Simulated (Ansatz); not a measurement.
## MoS2 (P6_3/mmc): the dielectric response by several routes

Aim: the electronic dielectric constant of MoS2 (P6_3/mmc) by perturbation theory and the RPA step of G0W0.

Main program and level: Ansatz 0.2.0; linear response on PBE, plane waves, PAW.

The database entry behind the starting cell differs from later determinations by our own check (about 0.3 % long), so it need not match the best structure at ambient conditions.

### Step 1. Set-up

Symmetry: P6_3/mmc, No. 194, hexagonal system. The conventional cell has a = 3.169 Å, b = 3.169 Å, c = 12.324 Å, α = 90.00°, β = 90.00°, γ = 120.00°. Nearest to Mo lie 6 S at 2.41 Å. Nearest to S lie 3 Mo at 2.41 Å. Farther neighbours and most contacts between anions are not listed.

The cell and positions come from the Crystallography Open Database and are kept as given unless a step says otherwise. The default PAW set here is soft_2. Its files were made with PBE.

### Step 2. Response to a homogeneous field

ε∞ sets how strongly the crystal screens. Perturbation theory gives it with local fields and without a sum over empty bands.

This step: dielectric response by perturbation theory, PBE, plane waves, PAW.

File input.yaml:

```yaml
crystal:
  lattice:
    - [3.169, 0.0, 0.0]
    - [-1.5845, 2.7444345046, 0.0]
    - [0.0, 0.0, 12.324]
  atoms:
    - { symbol: Mo, position: [0.3333333333, 0.6666666667, 0.25] }
    - { symbol: Mo, position: [0.6666666667, 0.3333333333, 0.75] }
    - { symbol: S, position: [0.3333333333, 0.6666666667, 0.623] }
    - { symbol: S, position: [0.6666666667, 0.3333333333, 0.123] }
    - { symbol: S, position: [0.3333333333, 0.6666666667, 0.877] }
    - { symbol: S, position: [0.6666666667, 0.3333333333, 0.377] }
kpoints:
  mp_grid: { grid: [9, 9, 2] }
hamiltonian:
  xc: pbe
scf:
  occupations: { method: fixed }
dielectric: {}
```

Run with:

```bash
ansatz run input.yaml --threads 3 --pin off --max-ram 64512MiB --backend cuda --events-out ev --progress --plain --runs-dir out --devices 1 --max-vram 24GiB  # rebuilt from the run's record
```

Numbers of over 12 decimals in the logs are rounded to 6 here.

The log of the run:

```text
GPUs: using 1 of 1 available (devices: 1).
Engine: ansatz 0.2.0, x86_64-unknown-linux-gnu
Pseudopotentials: kind: paw
Pseudopotential: Mo, paw, valence charge 14, recommended cutoff 420 eV (normal), Mo.paw.azcp
Pseudopotential: S, paw, valence charge 6, recommended cutoff 420 eV (normal), S.paw.azcp
Functional definition: PBE
  parameter kappa = 0.804
  parameter beta = 0.066725
  exchange = pbe_x(kappa = kappa, mu = beta*pi^2/3)
  correlation = pbe_c(beta = beta)
device memory: the entry about to start is reckoned to put 2.5 GiB on a device that reports 69.0 GiB free (of which the cap on the GPU budget leaves the run 24.0 GiB)
GPU FFT provider: cuFFT
GPU libraries: cuBLAS 13.8.1, cuFFT 12.4.0, cuSOLVER 12.3.2
Crystal: 6 atoms, lattice volume = 107.183 Å³
Basis set: ecut = 420 eV, 2081 PW (Γ), exchange–correlation on 48×48×180 points (8 copies of the dense FFT grid, shifted against one another)
Bands: 32, of which v1, the nominal top of the filled ones, is band 26 counted from 1 (25 counted from 0)
Symmetry: 24 space group operations
k-points: 50 of 162 (irreducible under 2 space group operations, time reversal used)
Non-local potential: Mo, projectors of the file, l = 0: 3, l = 1: 2, l = 2: 2, l = 3: 1
Non-local potential: S, projectors of the file, l = 0: 2, l = 1: 2, l = 2: 2
PAW form: soft (Blöchl's): semilocal exchange-correlation on the pseudo side does not see the compensation charge
PAW one-centre angular grid: Mo, 590 points (default); XC on 64 Gauss nodes
PAW one-centre angular grid: S, 110 points (default); XC on 64 Gauss nodes
Initial density: superposition of atomic densities (neutral atoms: chi_scale 0, normalization atom), corrected by the library's trained network
Initial wavefunctions: pseudopotential atomic-orbital guess
GPU buffer pool allocated for 51840 grid points (all kernels)
GPU transforms: local potential and band sums: pruned to the plane-wave sphere, on 24×24×90
Functional: x = pbe(κ = 0.804, μ = 0.219515), c = pbe(β = 0.066725)
SCF iter   1: F=—  HF=-13525.526945 eV  |F-HF|=—  |Δ(HF+E_count)|=         —  Δρ=5.47e-3  dr2=7.50e-3  ethr=1.77e-3  ⟨swp⟩=5.0  Hψ=5938  notcnv=0  defer=160
preconditioner: auto → Resta (q_TF=auto, 2.418 Å⁻¹)  ε∞=8.7  [insulator: Δε(μ)=0.963 eV  Ē_g=7.751 eV  n_scr=26 (ndim 8)  ℏωp=21.5 eV  f_vac=0.016  ε∞_Penn≈8.7]
SCF iter   2: F=—  HF=-13525.536148 eV  |F-HF|=—  |Δ(HF+E_count)|=   9.20e-3  Δρ=3.14e-3  dr2=2.38e-3  ethr=1.44e-5  ⟨swp⟩=2.0  Hψ=3003  notcnv=0  defer=198
SCF iter   3: F=—  HF=-13525.540928 eV  |F-HF|=—  |Δ(HF+E_count)|=   4.78e-3  Δρ=5.20e-4  dr2=6.94e-4  ethr=4.57e-6  ⟨swp⟩=2.0  Hψ=2445  notcnv=0  defer=198
SCF iter   4: F=—  HF=-13525.540865 eV  |F-HF|=—  |Δ(HF+E_count)|=   6.29e-5  Δρ=1.16e-4  dr2=1.04e-5  ethr=1.34e-6  ⟨swp⟩=2.1  Hψ=2041  notcnv=0  defer=137
SCF iter   5: F=—  HF=-13525.540864 eV  |F-HF|=—  |Δ(HF+E_count)|=   1.40e-6  Δρ=4.80e-5  dr2=1.97e-6  ethr=2.00e-8  ⟨swp⟩=2.0  Hψ=2217  notcnv=0  defer=29
SCF iter   6: F=—  HF=-13525.540921 eV  |F-HF|=—  |Δ(HF+E_count)|=   5.68e-5  Δρ=8.22e-6  dr2=8.63e-8  ethr=3.80e-9  ⟨swp⟩=2.0  Hψ=2289  notcnv=0  defer=25
SCF iter   7: F=—  HF=-13525.540921 eV  |F-HF|=—  |Δ(HF+E_count)|=   5.92e-8  Δρ=2.15e-6  dr2=6.19e-9  ethr=1.66e-10  ⟨swp⟩=2.0  Hψ=2347  notcnv=0  defer=25
SCF iter   8: F=—  HF=-13525.540921 eV  |F-HF|=—  |Δ(HF+E_count)|=   3.34e-9  Δρ=4.65e-7  dr2=4.72e-10  ethr=1.19e-11  ⟨swp⟩=2.0  Hψ=2314  notcnv=0  defer=25
SCF iter   9: F=-13525.540921 eV  HF=-13525.540921 eV  |F-HF|=0.00e0  |Δ(HF+E_count)|=  2.71e-10  Δρ=1.07e-7  dr2=3.72e-11  ethr=1.00e-12  ⟨swp⟩=6.8  Hψ=5805  notcnv=0
SCF 1 converged in 9 iterations: F = -13525.540921 eV  dr2 = 3.72e-11
  greatest PAW one-centre occupation: 0.998 electrons in one spin orbital (limit 2), on the Mo atom at site 1 (counted from 0), in its partial waves of l = 0
the response reads at least the filled bands of the reference SCF and the lowest empty band at each k-point, and that SCF's band table does not vouch for those bands. The notice of the band table in this run's record says why
device memory: the entry about to start is reckoned to put 0.5 GiB on a device that reports 68.8 GiB free (of which the cap on the GPU budget leaves the run 24.0 GiB)
NSCF: frozen V_eff on 1 k-points
device memory: the entry about to start is reckoned to put 0.5 GiB on a device that reports 68.8 GiB free (of which the cap on the GPU budget leaves the run 24.0 GiB)
NSCF: frozen V_eff on 1 k-points
device memory: the entry about to start is reckoned to put 0.5 GiB on a device that reports 68.8 GiB free (of which the cap on the GPU budget leaves the run 24.0 GiB)
NSCF: frozen V_eff on 1 k-points
device memory: the entry about to start is reckoned to put 0.5 GiB on a device that reports 68.8 GiB free (of which the cap on the GPU budget leaves the run 24.0 GiB)
NSCF: frozen V_eff on 1 k-points
device memory: the entry about to start is reckoned to put 0.1 GiB (of the 0.2 GiB reckoned in all, the device holds 0.1 GiB already) on a device that reports 68.3 GiB free (of which the cap on the GPU budget leaves the run 24.0 GiB)
device memory: the entry about to start is reckoned to put 1.7 GiB (of the 1.8 GiB reckoned in all, the device holds 0.1 GiB already) on a device that reports 68.3 GiB free (of which the cap on the GPU budget leaves the run 23.9 GiB)
DFPT response loops at Γ: preconditioner auto → Resta (q_TF=auto, 2.418 Å⁻¹)  ε∞=7.9 (no band partly filled); β = 1.00, the filter's whole step (`scf.mixing.beta` (0.50) is not read by the response loops at its default; to damp them type it under 1.00, their step now; it binds the ground state too); Broyden in place of MSR1
── the response to a field inside a basis, on 10×10×2 k-points: an SCF that follows is theirs, and a resumed run solves both again ──
device memory: the entry about to start is reckoned to put 0.3 GiB on a device that reports 72.4 GiB free (of which the cap on the GPU budget leaves the run 23.9 GiB)
GPU FFT provider: cuFFT
GPU libraries: cuBLAS 13.8.1, cuFFT 12.4.0, cuSOLVER 12.3.2
Bands: 27, of which v1, the nominal top of the filled ones, is band 26 counted from 1 (25 counted from 0)
k-points: 30 of 200 (irreducible under 8 space group operations)
Initial density: handed on by an earlier stage of this run
Initial wavefunctions: pseudopotential atomic-orbital guess (no wavefunctions were taken with the density)
GPU buffer pool allocated for 51840 grid points (all kernels)
GPU transforms: band sums: pruned to the plane-wave sphere, on 24×24×90
Eigensolver: Dense (30 Hₖ)
SCF iter   1: F=—  HF=-13525.479891 eV  |F-HF|=—  |Δ(HF+E_count)|=         —  Δρ=2.73e-4  dr2=1.76e-5  ethr=1.00e-1
preconditioner: auto → Resta (q_TF=auto, 2.418 Å⁻¹)  ε∞=10.2  [insulator: Δε(μ)=1.119 eV  Ē_g=7.084 eV  n_scr=26 (ndim 8)  ℏωp=21.5 eV  f_vac=0.015  ε∞_Penn≈10.2]
SCF iter   2: F=—  HF=-13525.479907 eV  |F-HF|=—  |Δ(HF+E_count)|=   1.51e-5  Δρ=1.50e-4  dr2=5.95e-6  ethr=3.38e-8
SCF iter   3: F=-13525.479914 eV  HF=-13525.479913 eV  |F-HF|=3.48e-8  |Δ(HF+E_count)|=   6.93e-6  Δρ=1.10e-5  dr2=9.30e-8  ethr=1.14e-8
SCF 1 converged in 3 iterations: F = -13525.479914 eV  dr2 = 9.30e-8
  greatest PAW one-centre occupation: 0.998 electrons in one spin orbital (limit 2), on the Mo atom at site 0 (counted from 0), in its partial waves of l = 0
device memory: the entry about to start is reckoned to put 0.1 GiB (of the 0.1 GiB reckoned in all, the device holds 0.1 GiB already) on a device that reports 72.3 GiB free (of which the cap on the GPU budget leaves the run 23.9 GiB)
device memory: the entry about to start is reckoned to put 2.1 GiB on a device that reports 72.2 GiB free (of which the cap on the GPU budget leaves the run 23.8 GiB)
DFPT response loops at Γ: preconditioner auto → Resta (q_TF=auto, 2.418 Å⁻¹)  ε∞=7.3 (no band partly filled); β = 1.00, the filter's whole step (`scf.mixing.beta` (0.50) is not read by the response loops at its default; to damp them type it under 1.00, their step now; it binds the ground state too); Broyden in place of MSR1
SCF converged after 9 iterations
Free energy (F): -13525.540921 eV
Harris-Foulkes:  -13525.540921 eV  (|F-HF|=0.00e0)
Internal energy: -13525.540921 eV  (E = F + TS)
E sigma→0 (E₀):  -13525.540921 eV
Fermi energy:    10.897351 eV
--- Per-component energies (eV) ---
  E_band       = -312.451075
  E_kinetic    = 1312.078213
  E_local      = -3923.151918  (includes V_loc(G=0)·N_el)
  E_nonlocal   = 398.372052
  E_hartree    = 1508.564593
  E_xc         = -757.135290
  E_vxc        = -810.202312  (∫ρ·V_xc dr)
  E_paw        = -8803.052208  (= ΣΔE_a)
  E_vpaw       = -306.676004  (= ΣTr[D̂ρ^β])
  E_aug_tail   = 0.000083  (compensation charges beyond the density's cutoff)
  E_ewald      = -3261.216446
  E_smearing   = -0.000000  (= −TS)
  E_closure    = -0.000000  (closes the sum)
  Σ components = -13525.540921   (vs F -13525.540921, Δ=0.00e0)
--- Band table (eV; the first three rows and the last of 50) ---
  k-point 0: bands = [... 22 lower, 8.7672, 9.7122, 9.7501, 10.8974, 12.9945, 12.9945, 13.0225, 13.0225, ... 2 higher]
  k-point 1: bands = [... 22 lower, 8.7439, 8.7439, 10.6308, 10.6308, 12.9999, 12.9999, 12.9999, 12.9999, ... 2 higher]
  k-point 2: bands = [... 22 lower, 8.8726, 9.7579, 9.8658, 10.5367, 12.7826, 12.8118, 12.9159, 12.9458, ... 2 higher]
  k-point 49: bands = [... 22 lower, 8.7772, 8.7772, 9.5417, 9.5417, 12.2975, 12.2975, 12.8705, 12.8705, ... 2 higher]
--- Dielectric response (ions clamped): 3 representative field directions + reference, inside a basis on a mesh of 200 k-points (Σ response iterations 15) ---
  ε∞ (high-frequency dielectric tensor):
       15.335661    -0.000000    -0.000000
       -0.000000    15.335661     0.000000
       -0.000000     0.000000     6.454955
  Born effective charges Z* (e; rows j = field, columns β = displacement):
    site 0:
        -1.00203   -0.00000    0.00000
        -0.00000   -1.00203   -0.00000
        -0.00000   -0.00000   -0.64206
    site 1:
        -1.00203   -0.00000    0.00000
        -0.00000   -1.00203   -0.00000
        -0.00000   -0.00000   -0.64206
    site 2:
         0.50102    0.00000   -0.00000
         0.00000    0.50102    0.00000
         0.00000    0.00000    0.32103
    site 3:
         0.50102    0.00000    0.00000
         0.00000    0.50102   -0.00000
        -0.00000   -0.00000    0.32103
    site 4:
         0.50102    0.00000    0.00000
         0.00000    0.50102   -0.00000
         0.00000   -0.00000    0.32103
    site 5:
         0.50102    0.00000   -0.00000
         0.00000    0.50102    0.00000
         0.00000    0.00000    0.32103
  Z* charge neutrality: 1.967e-2 e pre-enforcement
  solved inside a basis spanned on kpoints, on 10×10×2 k-points, its susceptibility summed on 14×14×4: ε∞ is read to err by 8.6e-2, Z* by 2.1e-2 e (field_mesh: kpoints solves on kpoints); Z* is corrected for what the basis lacks
```

Run time: 16 s. Hardware: 1 × NVIDIA H100 80GB HBM3 (shared by 3 runs) with 3 threads of AMD EPYC 7R13 (Zen 3), shared host; peak memory 1.8 GiB.

This step gave:

```yaml
stated_error_of_eps_infinity: 0.086
```

One over ε∞ averages 0.10, well under the quarter of exact exchange in PBE0, which by this rule of thumb may open the gap too far.

High-frequency dielectric tensor:

```
15.34  0.00  0.00
 0.00 15.34  0.00
 0.00  0.00  6.45
```

Born effective charge (e), principal values of the symmetric part by kind of site:

```
atom  atoms with these values    low  middle   high   mean
 Mo1                        2  -1.00   -1.00  -0.64  -0.88
  S3                        4   0.32    0.50   0.50   0.44
```

In full for S3:

```
0.50 0.00 0.00
0.00 0.50 0.00
0.00 0.00 0.32
```

### Step 3. RPA screening from the G0W0 run

Now the one-shot GW correction: screening in the RPA, then the self-energy of the levels asked for.

This step: G0W0 on PBE, plane waves, PAW.

input.yaml, as its differences from that of step 2:

```diff
@@ -13,3 +13,3 @@
 kpoints:
-  mp_grid: { grid: [9, 9, 2] }
+  mp_grid: { grid: [6, 6, 2] }
 hamiltonian:
@@ -18,2 +18,7 @@
   occupations: { method: fixed }
-dielectric: {}
+gw:
+  n_empty_bands: 688
+  ecut_chi: 200.0
+  qp_bands: [v2, c2]
+  qp_kpoints: band_edges
+  screening: { model: contour_deformation }
```

The log of the run:

```text
GPUs: using 1 of 1 available (devices: 1).
[...]
GPU FFT provider: cuFFT
GPU libraries: cuBLAS 13.8.1, cuFFT 12.4.0, cuSOLVER 12.3.2
Crystal: 6 atoms, lattice volume = 107.183 Å³
Basis set: ecut = 420 eV, 2081 PW (Γ)
Bands: 32, of which v1, the nominal top of the filled ones, is band 26 counted from 1 (25 counted from 0)
Symmetry: 24 space group operations
[...]
k-points: 14 of 72
[...]
1    28     12.9998   -13.7331    -4.4758   -18.4521  0.7380    13.2442    13.2431  root
[...]
13    25     10.2018   -19.2682     0.3311   -18.8105  0.7360    10.0749    10.0752  root
    13    26     10.2018   -19.2682     0.3311   -18.8105  0.7360    10.0749    10.0752  root
    13    27     11.9456   -16.1207    -4.1107   -20.5422  0.7290    12.2579    12.2564  root
    13    28     11.9456   -16.1207    -4.1107   -20.5422  0.7290    12.2579    12.2564  root
[key lines of the parts left out:]
SCF converged after 7 iterations
Free energy (F): -13525.540647 eV
Fermi energy:    10.896774 eV
```

Elapsed: 30 s, on 1 × NVIDIA H100 80GB HBM3 (shared by 3 runs) with 3 threads; peak memory 2.7 GiB.

This step gave:

- bands summed: 714
- RPA ε∞ on this mesh (eigenvalues): 6.227, 14.96, 14.96
- plane waves in the screening matrix: 701
- G0W0 gap on the mesh: 1.258 eV
- k of the valence top: 0, 0, 0
- k of the conduction bottom: 0.1667, 0.1667, 0
- starting gap on the mesh: 0.8857 eV
- least direct G0W0 gap on the computed points: 2.083 eV

The gap on the mesh goes from 0.89 eV to 1.26 eV, a correction of +0.37 eV. Between the two edge states, bare exchange in place of the xc potential would open the gap by 4.75 eV, and correlation takes back 4.38 eV.

Mean over the mesh in bins of 0.25 1/Å. The static inverse dielectric function, diagonal by length of q+G:

```
length of q+G (Å⁻¹)  static inverse dielectric function, diagonal
               0.25                                         0.174
               0.44                                         0.122
               1.03                                         0.260
               1.24                                         0.326
               1.48                                         0.398
               2.01                                         0.542
               2.25                                         0.601
               2.49                                         0.653
               3.01                                         0.743
               3.26                                         0.776
               3.50                                         0.805
               4.00                                         0.856
               4.26                                         0.877
               4.50                                         0.895
               5.00                                         0.925
               5.25                                         0.937
               5.50                                         0.947
               6.00                                         0.963
               6.25                                         0.969
               6.50                                         0.974
               7.00                                         0.983
               7.19                                         0.985
```

### Step 4. The values together

Times are wall times on 1 × NVIDIA H100 80GB HBM3 (shared by 3 runs) with 3 threads of AMD EPYC 7R13 (Zen 3), shared host, good to a factor of about two.

```
                                          method                            mesh  ε∞, low  middle   high   mean  time
perturbation theory (local fields and xc kernel)  9×9×2 (response on 200 points)     6.45   15.34  15.34  12.38  16 s
           RPA with local fields, on the GW mesh                           6×6×2     6.23   14.96  14.96  12.05  30 s
```

### Step 5. Summary of results

```
perturbation theory (local fields and xc kernel) : 6.45, 15.34, 15.34
RPA with local fields, on the GW mesh            : 6.23, 14.96, 14.96
```

What this shows: Mean Born effective charge: Mo1 -0.88, S3 0.44 e. The RPA values on the 6×6×2 mesh average 0.97 times those of perturbation theory (means 12.05 and 12.38, which can hide unlike anisotropies). Without the xc kernel RPA should lie a little lower, and the mean does, by little. PBE usually puts the gap too low, which tends to raise ε∞. Ions are clamped, so the lattice part of the static constant is not in these numbers.

[Paths, hosts, dates, memory and timing lines, banners, echoed tables and standing remarks are left out of the program output.]

[Logs are printed without paths, hosts, clocks, repeated set-up lines and the standing remarks that a program may print on its own settings, such as how far it seeks lower states.]

[Runs of the session that timed out or met a known fault of the program may be left out.]

[Cells called generated may have been cut or substituted from an entry of the Crystallography Open Database or the Materials Project.]

[Hosts, paths, dates, database ids (printed as entryN), source tags and the programs' standing remarks are cut or masked in the printed files.]
